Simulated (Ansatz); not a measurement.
# Kohn anomalies in Si2Mo (I4/mmm), part 2 of 2

Aim: see how the phonons of Si2Mo (I4/mmm) along the first symmetry line respond to the electronic smearing. The first relaxation steps of the session are not shown, so no cell shown is the starting entry, unless a step says so.

Ansatz 0.2.0; DFT PBE, scalar-relativistic, plane waves, PAW; PAW set soft_1.

So far. Step 2 (Tight relaxation): The largest force is now 2.6e-4 eV/Å and the largest stress component 0.0032 GPa, small enough for phonons. Step 4 (Wavevectors along a line: Fermi–Dirac smearing of 0.25 …): Against step 3 (now smearing width 0.25 eV), the free energy moves by -13.1 meV an atom. The relaxed cell has a = 3.217, c = 7.873 Å (conventional setting).

### 5. Phonons along a line: Fermi–Dirac smearing of 0.04 eV

The smearing blurs the Fermi surface that screens the phonons; a Fermi–Dirac width is an electronic temperature.

input.yaml

```yaml
crystal:
  lattice:
    - [-1.6085099426, 1.6085099426, 3.936491586]
    - [1.6085099426, -1.6085099426, 3.936491586]
    - [1.6085099426, 1.6085099426, -3.936491586]
  atoms:
    - { symbol: Si, position: [0.3351179796, 0.3351179796, 0.0] }
    - { symbol: Si, position: [0.6648820204, 0.6648820204, 0.0] }
    - { symbol: Mo, position: [0.0, 0.0, 0.0] }
kpoints:
  mp_grid: { grid: [18, 18, 18] }
hamiltonian:
  xc: pbe
  pseudopotentials: { kind: paw, azcp: { folder: soft_1 } }
scf:
  occupations: { method: fermi_dirac, width: 0.04 }
output:
  eigenvalues: true
phonons:
  method: dfpt
  qpoints:
    - [0, 0, 0]
    - [0.0, 0.0, 0.166666667]
    - [0.0, 0.0, 0.333333333]
    - [0.0, 0.0, 0.5]
```

Narrower smearing comes nearer the zero-temperature value but asks more of the mesh.

Started as:

```bash
ansatz run input.yaml --threads 4 --pin off --max-ram 12288MiB --backend cpu --events-out ev --progress --plain --runs-dir out
```

Numbers of over 12 decimals in the logs are rounded to 6 here.

The program printed:

```text
[...]
Crystal: 3 atoms, lattice volume = 40.740 Å³
Basis set: ecut = 420 eV, 793 PW (Γ), exchange–correlation on 64×64×64 points (8 copies of the dense FFT grid, shifted against one another)
Bands: 15, of which v1, the nominal top of the filled ones, is band 11 counted from 1 (10 counted from 0)
Symmetry: 16 space group operations
k-points: 480 of 5832
[...]
SCF iter   1: F=—  HF=-6230.399394 eV  |F-HF|=—  |Δ(HF+E_count)|=         —  Δρ=9.28e-2  dr2=5.42e0  ethr=3.10e-3  ⟨swp⟩=6.0  Hψ=44434  notcnv=0
[...]
SCF iter  10: F=-6229.161323 eV  HF=-6229.161323 eV  |F-HF|=0.00e0  |Δ(HF+E_count)|=  3.64e-12  Δρ=3.97e-8  dr2=9.59e-13  ethr=1.00e-12  ⟨swp⟩=5.0  Hψ=26816  notcnv=0
[...]
SCF 1 converged in 10 iterations: F = -6229.161323 eV  dr2 = 9.59e-13
[...]
WARN: eigensolver did not converge in 17 slots of this pass, the one above among them; of largest residual over every band (k=458): 1 band(s) unlocked (lowest unlocked band 14, counted from 0; max residual 4.39e-4 eV among the unlocked bands, 4.39e-4 eV over every band); of lowest unlocked band (k=59): band 14
[...]
SCF converged after 10 iterations
Free energy (F): -6229.161323 eV
[...]
Internal energy: -6229.160085 eV  (E = F + TS)
E sigma→0 (E₀):  -6229.160704 eV
Entropy (-TS):   -0.001238 eV (-0.413 meV/atom)
Fermi energy:    15.719848 eV
[...]
--- Band table (eV; the first three rows and the last of 480) ---
  k-point 0: bands = [... 7 lower, 12.7320, 13.1376, 13.1376, 16.0774, 18.7972, 18.9728, 19.1922, 19.1922]
  k-point 1: bands = [... 7 lower, 12.7567, 12.8953, 13.5420, 15.7132, 18.4733, 19.0520, 19.1425, 19.2382]
  k-point 2: bands = [... 7 lower, 12.3077, 12.8342, 14.1085, 14.8430, 18.0085, 18.9799, 19.3469, 19.3807]
  k-point 479: bands = [... 7 lower, 13.5744, 15.1534, 15.1534, 15.2382, 15.2382, 16.2075, 20.4146, 20.7074]
[...]
ASR residual: 8.923e-6 → 0.000e0 eV/Å²; symmetrization residual: 1.282e-6 eV/Å²
  ASR residual per site (eV/Å²): 8.92e-6 8.92e-6 3.14e-6
  Γ frequencies (cm⁻¹): 0.00 0.00 0.00 266.78 266.78 308.88 320.15 320.15 424.35
[...]
--- Phonons (arbitrary-q DFPT): 4 explicit q-points ---
[...]
```

Elapsed: 5.7 min, on 4 threads of Intel Xeon Platinum 8375C at 2.90GHz (Ice Lake), shared host; peak memory 4.1 GiB.

Each wavevector solved by linear response. Frequency against |q| along the line; 7 of 9 lines:

```tsv
|q| along the line (Å⁻¹)	mode 1 (cm⁻¹)	mode 2 (cm⁻¹)	mode 3 (cm⁻¹)	mode 4 (cm⁻¹)	mode 5 (cm⁻¹)	mode 6 (cm⁻¹)	mode 7 (cm⁻¹)
0.000	0	0	0	267	267	309	320
0.460	107	126	183	267	269	313	336
0.921	178	193	234	265	274	309	349
1.381	199	213	259	272	278	301	373
```

Against step 3 (now smearing width 0.04 eV), the free energy moves by +1.2 meV an atom.

### 6. Wavevectors along a line: Methfessel–Paxton smearing of 0.2 eV

The smearing blurs the Fermi surface that screens the phonons; a Methfessel–Paxton width blurs it less than a thermal one.

Edit input.yaml of step 5 so:

```diff
@@ -15,3 +15,3 @@
 scf:
-  occupations: { method: fermi_dirac, width: 0.04 }
+  occupations: { method: methfessel_paxton, width: 0.2 }
 output:
```

The program printed:

```text
[...]
Crystal: 3 atoms, lattice volume = 40.740 Å³
Basis set: ecut = 420 eV, 793 PW (Γ), exchange–correlation on 64×64×64 points (8 copies of the dense FFT grid, shifted against one another)
Bands: 15, of which v1, the nominal top of the filled ones, is band 11 counted from 1 (10 counted from 0)
Symmetry: 16 space group operations
k-points: 480 of 5832
[...]
SCF iter   1: F=—  HF=-6230.397495 eV  |F-HF|=—  |Δ(HF+E_count)|=         —  Δρ=9.27e-2  dr2=5.41e0  ethr=3.10e-3  ⟨swp⟩=5.3  Hψ=41178  notcnv=0
[...]
SCF iter  10: F=-6229.160581 eV  HF=-6229.160581 eV  |F-HF|=1.82e-12  |Δ(HF+E_count)|=    0.00e0  S|Δr|=    0.00e0  Δρ=3.72e-8  dr2=8.37e-13  ethr=1.00e-12  ⟨swp⟩=5.0  Hψ=26903  notcnv=0
[...]
SCF 1 converged in 10 iterations: F = -6229.160581 eV  dr2 = 8.37e-13
[...]
SCF converged after 10 iterations
Stability not checked: this state was not tested for a lower state beside it, because cold or Methfessel-Paxton smearing, or corrected tetrahedra, fill the levels in a way that the test cannot read (fill_not_monotonic; see scf.lower_state_search)
Free energy (F): -6229.160581 eV
[...]
Internal energy: -6229.161266 eV  (E = F + TS)
E sigma→0 (E₀):  -6229.160752 eV
Entropy (-TS):   0.000685 eV (0.228 meV/atom)
Fermi energy:    15.720667 eV
[...]
--- Band table (eV; the first three rows and the last of 480) ---
  k-point 0: bands = [... 7 lower, 12.7325, 13.1376, 13.1376, 16.0780, 18.7968, 18.9726, 19.1923, 19.1923]
  k-point 1: bands = [... 7 lower, 12.7572, 12.8954, 13.5420, 15.7138, 18.4731, 19.0522, 19.1424, 19.2384]
  k-point 2: bands = [... 7 lower, 12.3077, 12.8347, 14.1084, 14.8435, 18.0085, 18.9802, 19.3470, 19.3808]
  k-point 479: bands = [... 7 lower, 13.5745, 15.1537, 15.1537, 15.2380, 15.2380, 16.2081, 20.4145, 20.7072]
[...]
ASR residual: 3.225e-5 → 0.000e0 eV/Å²; symmetrization residual: 1.938e-6 eV/Å²
  ASR residual per site (eV/Å²): 7.53e-6 7.53e-6 3.23e-5
  Γ frequencies (cm⁻¹): 0.00 0.00 0.00 266.71 266.71 308.84 320.25 320.25 424.95
[...]
--- Phonons (arbitrary-q DFPT): 4 explicit q-points ---
[...]
```

Wall time 5.4 min (4 threads); peak memory 4.1 GiB; 21 min of CPU time.

Each wavevector solved by linear response. The frequency by |q| along the line; 7 of 9 lines:

```tsv
|q| along the line (Å⁻¹)	mode 1 (cm⁻¹)	mode 2 (cm⁻¹)	mode 3 (cm⁻¹)	mode 4 (cm⁻¹)	mode 5 (cm⁻¹)	mode 6 (cm⁻¹)	mode 7 (cm⁻¹)
0.000	0	0	0	267	267	309	320
0.460	107	126	183	267	269	313	336
0.921	179	193	234	265	274	309	349
1.381	199	212	259	272	278	301	373
```

Against step 3 (now occupations Methfessel-Paxton and smearing width 0.2 eV), the free energy moves by +1.5 meV an atom.

### 7. The lowest branch at each setting

Table of lowest frequency by |q| along the line:

```tsv
|q| along the line (Å⁻¹)	fermi dirac 0.1 eV, k 18x18x18 (cm⁻¹)	fermi dirac 0.25 eV, k 18x18x18 (cm⁻¹)	fermi dirac 0.04 eV, k 18x18x18 (cm⁻¹)	methfessel paxton 0.2 eV, k 18x18x18 (cm⁻¹)
0.000	0	0	0	0
0.460	107	104	107	107
0.921	178	173	178	179
1.381	199	194	199	199
```

### 8. What came out

```json
{
  "phonon run of the rows without a label of their own": "PBE, k 18×18×18",
  "lowest branch at the last solved point, Fermi–Dirac 0.1 eV": "199 cm⁻¹ at |q| = 1.38 Å⁻¹",
  "lowest branch at the last solved point, Fermi–Dirac 0.25 eV": "194 cm⁻¹ at |q| = 1.38 Å⁻¹",
  "lowest branch at the last solved point, Fermi–Dirac 0.04 eV": "199 cm⁻¹ at |q| = 1.38 Å⁻¹",
  "lowest branch at the last solved point, Methfessel–Paxton 0.2 eV": "199 cm⁻¹ at |q| = 1.38 Å⁻¹"
}
```

In words: No branch softens by more than 4 % of the top frequency as the smearing narrows, so no anomaly that hangs on the smearing shows at these points. The line holds 4 wavevectors, so a narrow dip between them would be missed. Between Fermi–Dirac 0.25 eV and Fermi–Dirac 0.04 eV the largest change, with modes counted by rank of frequency, is in mode 8 at |q| = 0.460 Å⁻¹, from 347 to 363 cm⁻¹. Where branches cross, a count by rank can hide a softening. At the narrowest width the k mesh may not resolve the Fermi surface, so part of the change can be mesh noise.

[Logs are printed without paths, hosts, clocks, repeated set-up lines and the standing remarks that a program may print on its own settings, such as how far it seeks lower states.]

[Hosts, paths, dates, database ids (printed as entryN), source tags and the programs' standing remarks are cut or masked in the printed files.]
